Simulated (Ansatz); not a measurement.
LuTlTeSe (R3m): refractive index against wavelength

The refractive index of LuTlTeSe (R3m) along x below the direct gap (1.68 eV on the mesh) is read from one computed spectrum, n = √(Re ε). x, y and z are the Cartesian axes of the input cell.

Symmetry: R3m, No. 160, trigonal system. Conventional cell: a = 4.251 Å, b = 4.251 Å, c = 24.042 Å, α = 90.00°, β = 90.00°, γ = 120.00°. Tl on site a has 3 Se at 3.41 Å and 3 Te at 3.42 Å as nearest neighbours. Lu on site a has 3 Se at 2.85 Å and 3 Te at 3.05 Å as nearest neighbours. Te on site a has 3 Lu at 3.05 Å and 3 Tl at 3.42 Å as nearest neighbours. Around Se on site a lie 3 Lu at 2.85 Å.

Method: Ansatz 0.2.0, PBE, independent particles, k-mesh 10×10×10 with interpolation inside its cells, Gaussian parameter 0.1 eV.

Launch of the response step: `ansatz run input.yaml --threads 4 --pin off --max-ram 8192MiB --backend cpu --events-out ev --progress --plain --runs-dir out`. The run took 6.7 min, on 4 threads of Arm Neoverse V1, with other jobs on the host.

```tsv
wavelength (nm)	photon energy E (eV)	n
3000	0.413	3.1366
2000	0.620	3.1586
1550	0.800	3.1860
1310	0.946	3.2148
1064	1.165	?
```

In the single-oscillator model n² − 1 = E₀E_d/(E₀² − E²), so 1/(n² − 1) = E₀/E_d − E²/(E₀E_d) is linear in E².

Working, on the rows shown:

| x = E² (eV²) | y = 1/(n² − 1) |
| --- | --- |
| 0.170801 | 0.113144 |
| 0.384302 | 0.111399 |
| 0.639837 | 0.109282 |
| 0.895757 | 0.107124 |

Means: x̄ = 0.52267, ȳ = 0.11024. Σ(x − x̄)(y − ȳ) = -0.002457, Σ(x − x̄)² = 0.2959. Slope = -0.002457 / 0.2959 = -0.008304; intercept = ȳ − slope · x̄ = 0.11458. Turned back into n, the line misses the rows shown by at most 0.00023.

**Question.** What does the fit predict for the withheld row, and how well does it do?

**Answer.** At x = 1.3578 the line gives y = 0.1033, that is 3.2681. The run gave 3.2706, so the extrapolation is off by 0.0025, 1.9 % of the range in the table.

Refitted with all rows, the slope is -0.008441 and the intercept 0.11464. These give E₀ = √(intercept/−slope) = 3.69 eV and E_d = E₀/intercept = 32.1 eV; E₀ is 2.2 times the direct gap. The electronic limit at long wavelengths, without lattice vibrations, is n = √(1 + 1/intercept) = 3.118. The structure is a model and need not exist. Excitons are left out and so are local fields. Spin-orbit coupling is left out.

[Logs are printed without paths, hosts, clocks, repeated set-up lines and the standing remarks that a program may print on its own settings, such as how far it seeks lower states.]
